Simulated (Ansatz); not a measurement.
## V_Mg in MgO (Fm-3m): charge-transition levels and formation energies

Charge states of V_Mg in MgO (Fm-3m), set against the band edges. Model: a cell of 54 host atoms with 1 Mg taken out.

Method: place-levels on r2SCAN runs: charge-transition levels and formation energies with image-charge correction and potential alignment at the atomic sites; PAW set soft_1, in Ansatz 0.2.0.

## (1) The starting structure

The cell holds 53 atoms: 26 Mg and 27 O. Its edges and angles: a = 9.193 Å, b = 9.193 Å, c = 9.193 Å, α = 60.0°, β = 60.0°, γ = 60.0°. It derives from MgO (space group Fm-3m). Nearest the centre at fractional (0.667, 0.667, 0.333): O28 at 2.17 Å, O32 at 2.17 Å, O44 at 2.17 Å, O34 at 2.17 Å, O50 at 2.17 Å, O46 at 2.17 Å, Mg35 at 3.06 Å, Mg47 at 3.06 Å.

The host's dielectric constants go in as inputs: 3.24 for the electrons alone, 10.37 with the ions, from a response run on this crystal (DFPT, PBEsol) at that run's own cell.

The relaxed host is scaled by +3.0 % along all axes; the dielectric constants are those of the unstrained host.

The cell's shortest repeat is 9.2 Å.

## (2) What was run first

A transition level is the Fermi level at which two charge states cost the same, so each charge needs its own total energy, at its own relaxed structure.

Each atom starts 0.05 Å or so off its site in a random direction: a symmetric start keeps its symmetry, and would miss off-centre moves and Jahn–Teller distortions. Forces are taken at one point at (¼, ¼, ¼). The cell holds 2 electrons more than the neutral one, with a uniform background that keeps it neutral on the whole.

The sampling was tested on the host first: at the k-points planned (1x1x1 shifted 0.25 0.25 0.25) its energy lies 0.018 eV an atom from the dense-mesh value, under the bound of 0.02 eV set for this test; that bounds the host's error, not the defect's.

One of the inputs; charge, spin and start change from state to state.

The input, qm2.relax/input.yaml:

```yaml
crystal:
  lattice:
    - [0.0, 6.5005802, 6.5005802]
    - [6.5005802, 0.0, 6.5005802]
    - [6.5005802, 6.5005802, 0.0]
  atoms:
    - { symbol: Mg, position: [0.0, 0.0, 0.0] }
    - { symbol: O, position: [0.16666667, 0.16666667, 0.16666667] }
[... 6 atom lines left out ...]
    - { symbol: Mg, position: [0.0, 0.33333333, 0.33333333] }
[... 3 atom lines left out ...]
    - { symbol: Mg, position: [0.0, 0.66666667, 0.0] }
[... 1 atom line left out ...]
    - { symbol: Mg, position: [0.0, 0.66666667, 0.33333333] }
[... 5 atom lines left out ...]
    - { symbol: Mg, position: [0.33333333, 0.0, 0.33333333] }
[... 6 atom lines left out ...]
    - { symbol: O, position: [0.5, 0.5, 0.5] }
[... 1 atom line left out ...]
    - { symbol: O, position: [0.5, 0.5, 0.83333333] }
[... 1 atom line left out ...]
    - { symbol: O, position: [0.5, 0.83333333, 0.16666667] }
    - { symbol: Mg, position: [0.33333333, 0.66666667, 0.33333333] }
    - { symbol: O, position: [0.5, 0.83333333, 0.5] }
    - { symbol: Mg, position: [0.33333333, 0.66666667, 0.66666667] }
[... 1 atom line left out ...]
    - { symbol: Mg, position: [0.66666667, 0.0, 0.0] }
[... 1 atom line left out ...]
    - { symbol: Mg, position: [0.66666667, 0.0, 0.33333333] }
[... 4 atom lines left out ...]
    - { symbol: O, position: [0.83333333, 0.5, 0.16666667] }
    - { symbol: Mg, position: [0.66666667, 0.33333333, 0.33333333] }
    - { symbol: O, position: [0.83333333, 0.5, 0.5] }
    - { symbol: Mg, position: [0.66666667, 0.33333333, 0.66666667] }
[... 1 atom line left out ...]
    - { symbol: Mg, position: [0.66666667, 0.66666667, 0.0] }
    - { symbol: O, position: [0.83333333, 0.83333333, 0.16666667] }
[... 1 atom line left out ...]
    - { symbol: Mg, position: [0.66666667, 0.66666667, 0.66666667] }
    - { symbol: O, position: [0.83333333, 0.83333333, 0.83333333] }
  host:
    repeats: [3, 3, 3]
    atoms:
      - { symbol: Mg, position: [0.0, 0.0, 0.0] }
      - { symbol: O, position: [0.5, 0.5, 0.5] }
total_charge: -2
basis:
  ecutwfc: 500
  xc_grid: 2
hamiltonian:
  xc: r2scan
  pseudopotentials: { kind: paw, azcp: { folder: soft_1 } }
kpoints:
  mp_grid: { grid: [1, 1, 1], shift: [0.25, 0.25, 0.25] }
scf:
  occupations: { method: fixed }
  max_iter: 60
output:
  forces: true
  charged_corrections:
    epsilon: 3.24
    static_epsilon: 10.37
    defect_position: [0.666667, 0.666667, 0.333333]
relax:
  f_tol: 0.02
  max_steps: 80
  random_displacement: { amplitude: 0.05, seed: 2183 }
checkpoint:
  write: "../qm2.relax.run"
  compress: false
  write_wavefunctions: true
  write_every: 100000
```

Run with:

```
ansatz run input.yaml --threads 4 --pin off --max-ram 7536MiB --backend cpu --events-out ev --progress --plain --runs-dir out
```

Defect states can disperse in a cell of this size, so the energy is taken again at a 2×2×2 shifted mesh, on the relaxed structure.

The run of this state that the levels use, under r2SCAN:

The input, qm2.point/input.yaml:

```yaml
crystal:
  checkpoint: "../qm2.relax.run"
  host: checkpoint
total_charge: -2
basis:
  ecutwfc: 500
  xc_grid: 2
hamiltonian:
  xc: r2scan
  pseudopotentials: { kind: paw, azcp: { folder: soft_1 } }
kpoints:
  mp_grid: { grid: [2, 2, 2], shift: [0.5, 0.5, 0.5] }
scf:
  occupations: { method: fermi_dirac, width: 0.01 }
  max_iter: 60
output:
  forces: true
  eigenvalues: true
  charged_corrections:
    epsilon: 3.24
    static_epsilon: 10.37
    defect_position: [0.666667, 0.666667, 0.333333]
  eigenstates: { localisation: true }
  populations: true
checkpoint:
  read: "../qm2.relax.run"
  write: "../qm2.point.run"
  compress: false
  write_wavefunctions: false
  write_every: 100000
```

Relaxations under r2SCAN at one point at (¼, ¼, ¼); times on 4 threads of Arm Neoverse V1, shared host:

| charge | moment (μB) | occupations | outcome | steps | largest displacement against the far atoms (Å) | time |
| --- | --- | --- | --- | --- | --- | --- |
| −2 | 0 | fixed | converged | 6 | 0.16 | 81 s |
| −1 | 1 | fixed | converged | 6 | 0.16 | 5.2 min |
| 0 | 0 | fixed | not converged | - | - | 55 s |
| 0 | 0 | fermi-dirac | converged | 8 | 0.16 | 2.6 min |
| +1 | 1 | fixed | converged | 11 | 0.16 | 8 min |
| 0 | 2 | fixed | converged | 20 | 0.16 | 12 min |

Single points under r2SCAN at a 2×2×2 shifted mesh; times on 4 threads of Arm Neoverse V1, shared host:

| charge | moment (μB) | occupations | outcome | time |
| --- | --- | --- | --- | --- |
| −2 | 0 | fermi-dirac | converged | 59 s |
| −1 | 1 | fermi-dirac | converged | 3.6 min |
| 0 | 0 | fermi-dirac | converged | 90 s |
| +1 | 1 | fermi-dirac | converged | 3.9 min |
| 0 | 2 | fermi-dirac | converged | 4.1 min |

Distances (Å) from the ideal centre to the nearest atoms after relaxation with r2SCAN:

| charge | moment (μB) | 1. | 2. | 3. | 4. | 5. | 6. |
| --- | --- | --- | --- | --- | --- | --- | --- |
| −2 | 0 | O 2.32 | O 2.32 | O 2.32 | O 2.32 | O 2.33 | O 2.33 |
| −1 | 1 | O 2.31 | O 2.31 | O 2.32 | O 2.32 | O 2.33 | O 2.33 |
| 0 | 0 | O 2.32 | O 2.32 | O 2.32 | O 2.32 | O 2.32 | O 2.33 |
| 0 | 2 | O 2.30 | O 2.31 | O 2.32 | O 2.32 | O 2.32 | O 2.33 |
| +1 | 1 | O 2.29 | O 2.29 | O 2.30 | O 2.30 | O 2.33 | O 2.33 |

## (3) place-levels, r2SCAN

A charged cell interacts with its images and the background, and its potential has another zero than the host's. place-levels removes the first by a point-charge model, screened by the static dielectric constant since the ions have relaxed around the charge, and the second by comparing potentials at atoms far from the defect.

The host is a run of the defect-free crystal in the same cutoffs, grids and k-points, so that basis and sampling errors cancel in part in the differences. The host is run in a cell of 2 atoms on a matching mesh. Its band edges are searched through the zone by a band path, so the gap is smaller than, or equal to, that on the mesh. Chemical potentials are energies per atom of Mg (hcp), run with the same functional and cutoff.

The input, levels.point.yaml:

```yaml
host:
  run: host.point.run
states: [qm2.point.run, qm1_M1.point.run, q0.point.run, qp1_M1.point.run, q0_M2.point.run]
geometry_from:
  qm2.point.run: qm2.relax.run
  qm1_M1.point.run: qm1_M1.relax.run
  q0.point.run: q0.relax_smeared.run
  qp1_M1.point.run: qp1_M1.relax.run
  q0_M2.point.run: q0_M2.relax.run
chemical_potentials:
  Mg:
    energy: -1926.407918
    dataset: "<sha256 of the dataset>"
epsilon: 3.24
static_epsilon: 10.37
vertical:
  - { from: qm2.point.run, to: qm2.point_neutral.run }
  - { from: qm1_M1.point.run, to: qm1_M1.point_neutral.run }
  - { from: qp1_M1.point.run, to: qp1_M1.point_neutral.run }
```

Run with:

```
ansatz place-levels levels.point.yaml -- --threads 4 --pin off --max-ram 7536MiB
```

Numbers of over 12 decimals in the logs are rounded to 6 here.

The program printed:

```text
[... repeated set-up lines and file paths are left out, and long positions are rounded to six places ...]
(+1/0) 0.101 eV beneath the valence edge (-0.192 eV without the band-filling correction), in the valence band
(0/-1) 0.296 eV above the valence edge, 4.527 eV under the conduction edge
(-1/-2) 0.722 eV above the valence edge, 4.101 eV under the conduction edge
formation energy of charge +1: +9.175 eV with the Fermi level at the valence edge
formation energy of charge 0: +9.074 eV with the Fermi level at the valence edge
formation energy of charge -1: +9.370 eV with the Fermi level at the valence edge
formation energy of charge -2: +10.092 eV with the Fermi level at the valence edge
vertical -2 to 0: no energy, since no alignment is typed
  the change from vertical[0].from (qm2.point.run) to vertical[0].to (qm2.point_neutral.run): by its potential at epsilon 3.24 it stands at 0.667 0.667 0.334, with an rms radius of about 4.7 Å (2.7 2.7 2.7 Å across the planes of the cell's vectors); [...]
vertical -1 to 0: no energy, since no alignment is typed
  the change from vertical[1].from (qm1_M1.point.run) to vertical[1].to (qm1_M1.point_neutral.run): by its potential at epsilon 3.24 it is spread over the cell along a vector, with an rms radius of about 5.8 Å (3.6 3.2 3.2 Å across the planes of the cell's [...]
vertical +1 to 0: no energy, since no alignment is typed
  the change from vertical[2].from (qp1_M1.point.run) to vertical[2].to (qp1_M1.point_neutral.run): by its potential at epsilon 3.24 it stands at 0.670 0.723 0.339, with an rms radius of about 3.6 Å (2.1 2.2 2.1 Å across the planes of the cell's vectors); [...]
  edges by r2scan, gap 4.823 eV; the host is sampled to repeats of 18.39 Å
  the defect's cells are sampled to repeats of 18.39 Å, like sampling
  charge +1: -65523.7584 eV with its correction of -0.321 eV, at epsilon 10.37, aligned at sites: -0.5660 eV, mean over 21 atomic sites at or beyond 4.60 Å from the defect at [0.6667, 0.6667, 0.3333], with +0.000000 for the charge's moments and without [...]
  charge 0: +0.000 eV for its dipole among its images, +0.000 omitted
  states[4] (q0_M2.point.run): levels filled in part (TS 0.006 eV): its energy is of no whole electron's
  charge -1: -65510.3511 eV with its correction of +0.616 eV, at epsilon 10.37, aligned at sites: -0.3715 eV, mean over 21 atomic sites at or beyond 4.60 Å from the defect at [0.6667, 0.6667, 0.3333], with -0.000000 for the charge's moments and without [...]
  states[1] (qm1_M1.point.run): levels filled in part (TS 0.006 eV): its energy is of no whole electron's
  charge -2: -65502.9777 eV with its correction of +1.560 eV, at epsilon 10.37, aligned at sites: -0.2905 eV, mean over 21 atomic sites at or beyond 4.60 Å from the defect at [0.6667, 0.6667, 0.3333], with +0.000000 for the charge's moments and without [...]
  charge 0: states[2] (q0.point.run) stands 0.105 eV higher, with a moment of 0.00 μB against 2.00
  states[2] (q0.point.run): levels filled in part (TS 0.011 eV): its energy is of no whole electron's
  of states[3] (qp1_M1.point.run): it parts from the run at its places by a charge that spreads by about 2.2 Å along one vector (1.3 Å or more is wide), by its potential at epsilon 3.24, taken for that of held ions (one typed too small widens it), where the [...]
  of states[4] (q0_M2.point.run): its alignment with the host at atomic sites is doubtful: the cell is too small to show whether the defect's potential has decayed: take a larger one; stability_check_not_made
  of states[1] (qm1_M1.point.run): it parts from the run at its places by a charge that spreads by about 3.6 Å along one vector (1.3 Å or more is wide), by its potential at epsilon 3.24, taken for that of held ions (one typed too small widens it), where the [...]
  of states[0] (qm2.point.run): it parts from the run at its places by a charge that spreads by about 2.7 Å along one vector (1.3 Å or more is wide), by its potential at epsilon 3.24, taken for that of held ions (one typed too small widens it), where the cell [...]
  of states[2] (q0.point.run): its alignment with the host at atomic sites is doubtful: the cell is too small to show whether the defect's potential has decayed: take a larger one
  of vertical[0].from (qm2.point.run): it parts from the run at its places by a charge that spreads by about 2.7 Å along one vector (1.3 Å or more is wide), by its potential at epsilon 3.24, taken for that of held ions (one typed too small widens it), where [...]
  vertical[0].to (qm2.point_neutral.run): levels filled in part (TS 0.012 eV): its energy is of no whole electron's
  vertical[1].from (qm1_M1.point.run): levels filled in part (TS 0.006 eV): its energy is of no whole electron's
  of vertical[1].from (qm1_M1.point.run): stability_check_not_made; [...]
  vertical[1].to (qm1_M1.point_neutral.run): levels filled in part (TS 0.010 eV): its energy is of no whole electron's
  of vertical[2].from (qp1_M1.point.run): its moments are held at its close (magnetization.spin_locking), by a field of 0.020 eV a Bohr magneton, and its energy and levels are of the state that this holds: a run that lets them go can end lower; [...]
  vertical[2].to (qp1_M1.point_neutral.run): levels filled in part (TS 0.010 eV): its energy is of no whole electron's
```

Wall time 0.62 s (4 threads of Arm Neoverse V1, shared host).

Levels between the charges placed, in eV above the valence top:

|  | gap (eV) | (+1/0) | (0/−1) | (−1/−2) |
| --- | --- | --- | --- | --- |
| r2SCAN | 4.82 | -0.10 | 0.30 | 0.72 |

Corrections by state:

| charge | moment (μB) | image terms and alignment (eV) | band filling (eV) | ε used | over the lowest of its charge, as the program ranks them, band filling apart (eV) |
| --- | --- | --- | --- | --- | --- |
| +1 | 1.0 | -0.321 | -0.091 | 10.37 | 0.000 |
| 0 | 2.0 | 0.000 | - | - | 0.000 |
| −1 | 1.0 | 0.616 | - | 10.37 | 0.000 |
| −2 | 0.0 | 1.560 | - | 10.37 | 0.000 |
| 0 | 0.0 | 0.000 | - | - | 0.105 |

The charged structures listed were also run neutral, and place-levels reads from each pair, by the potential or the spins, how wide the charge is by which they differ; that can be the carrier of either run.

| charge | rms radius (Å) | spread where it is widest against the cell (Å) | wide from (Å) | reading |
| --- | --- | --- | --- | --- |
| +1 | 3.6 | 2.20 | 1.30 | wide |
| −1 | 5.8 | 3.63 | 1.30 | wide |
| −2 | 4.7 | 2.71 | 1.30 | wide |

The neutral runs of these pairs need not share the spin of the lowest neutral state, and very wide values only mean spread over the cell.

From the program's caveats on the states, each cut to its opening words:

- charge +1 (1 μB): it parts from the run at its places by a charge that spreads by about 2.2 Å along one vector (1.3 Å or more is wide), by its potential at epsilon 3.24, taken [...]
- charge +1 (1 μB): a band-filling correction moves a carrier to the host's band edge, which changes its energy by -0.091 eV
- charge +1 (1 μB), 0 (2 μB), −1 (1 μB), −2, 0: its alignment with the host at atomic sites is doubtful: the cell is too small to show whether the defect's potential has decayed: take a larger one
- charge +1 (1 μB): the host's ions (past the first shell or, of a walk that freed a part, those that it held) aren't shown at rest: they stand up to 0.076 Å off their sites, 0.66 [...]
- charge +1 (1 μB): its moments are held at its close (magnetization.spin_locking), by a field of 0.020 eV a Bohr magneton, and its energy and levels are of the state that this [...]
- charge +1 (1 μB), 0 (2 μB), −1 (1 μB): flagged: stability check not made
- charge −1 (1 μB): it parts from the run at its places by a charge that spreads by about 3.6 Å along one vector (1.3 Å or more is wide), by its potential at epsilon 3.24, taken [...]
- charge −2: it parts from the run at its places by a charge that spreads by about 2.7 Å along one vector (1.3 Å or more is wide), by its potential at epsilon 3.24, taken [...]

The host's formation energy from the elements is -2.927 eV per atom at this strain; it sets how far the chemical potentials can move.

Limit set by the element alone; other compounds of these elements are not counted. Chemical potentials from the elements' reference states: Mg 0.00 eV, O -5.85 eV. Formation energy by charge state (Mg-rich; gap 4.82 eV):

| charge | at valence top (eV) | at conduction bottom (eV) | correction included (eV) |
| --- | --- | --- | --- |
| +1 | 9.17 | 14.00 | -0.41 |
| 0 | 9.07 | 9.07 | 0.00 |
| −1 | 9.37 | 4.55 | 0.62 |
| −2 | 10.09 | 0.45 | 1.56 |

Fermi level (eV), lowest formation energy (eV) and a bar:
```
     0.00       9.07 ##############################
     0.44       8.93 ##############################
     0.88       8.34 ###########################
     1.31       7.46 ########################
     1.75       6.59 #####################
     2.19       5.71 ##################
     2.63       4.83 ###############
     3.07       3.95 ############
     3.51       3.07 #########
     3.95       2.20 ######
     4.38       1.32 ###
     4.82       0.45
```

Limit set by the element alone; other compounds of these elements are not counted. Chemical potentials from the elements' reference states: O 0.00 eV, Mg -5.85 eV. Formation energies (O-rich), with the Fermi level at the valence top and at the conduction bottom (gap 4.82 eV):

| charge | at valence top (eV) | at conduction bottom (eV) | correction included (eV) |
| --- | --- | --- | --- |
| +1 | 3.32 | 8.14 | -0.41 |
| 0 | 3.22 | 3.22 | 0.00 |
| −1 | 3.52 | -1.31 | 0.62 |
| −2 | 4.24 | -5.41 | 1.56 |

(Fermi level (eV), lowest formation energy (eV)): (0.00, 3.22), (0.44, 3.08), (0.88, 2.49), (1.31, 1.61), (1.75, 0.73), (2.19, -0.14), (2.63, -1.03), (3.07, -1.90), (3.51, -2.78), (3.95, -3.66), (4.38, -4.53), (4.82, -5.41)

## (4) Outcome

```json
{"gap of the host": "4.82 eV (r2SCAN)", "level (plus 1/0)": "0.10 eV below the valence top (-0.19 eV above the valence top without the band-filling term)", "level (0/minus 1)": "0.30 eV above the valence top", "level (minus 1/minus 2)": "0.72 eV above the valence top", "lowest of the charges placed, just above the valence top (0.02 eV)": "0", "lowest of the charges placed, just below the conduction bottom (0.02 eV)": "−2", "lowest formation energy at mid-gap of the charges run, Mg-rich": "5.27 eV", "lowest formation energy at mid-gap of the charges run, O-rich": "-0.58 eV"}
```

**Reading.** Of the charges placed (−2, −1, 0 and +1), the lowest changes at 0.30 eV (0/−1) and 0.72 eV (−1/−2) above the valence top, in a gap of 4.82 eV. (0/−1) and (−1/−2) lie nearer to a band edge than the share of the finite-size correction in them (0.62 and 0.94 eV), and that correction holds for a localised charge alone. Charges below −2 were not placed, so these runs say nothing of levels that involve them. States placed: +1 at 1 μB; 0 at 2 μB and 0 μB; −1 at 1 μB; −2 at 0 μB. Other spin states or structures, where not listed, weren't placed. The program finds carriers beyond a band edge of the host and adds a band-filling term at charge +1 (-0.09 eV); steps to such a charge show no bound level, and a defect level inside a band would be read the same way. Corrections reach 1.6 eV, so the cell is small for these charges and their levels are rough. The program doubts the alignment of potentials for at least one state, a sign that the cell is small. Limits: r2SCAN makes the gap too small and tends to spread out bound carriers; where a gas molecule sets a chemical potential or the host's formation energy, its binding is uncorrected; force components of up to 0.24 eV/Å remain in a run at the final settings.

[Logs are printed without paths, hosts, clocks, repeated set-up lines and the standing remarks that a program may print on its own settings, such as how far it seeks lower states.]

[Hosts, paths, dates, database ids (printed as entryN), source tags and the programs' standing remarks are cut or masked in the printed files.]

[Where a table of states has a column of steps, it counts the stored structures, which are thinned; the runs took as many ionic steps or more.]

[A defect's name tells the site on which it was built; relaxed atoms can leave that site.]

[For some hosts the program warned that the k-mesh of the response run may be too coarse for force constants and the static dielectric constant; such warnings are not shown here.]
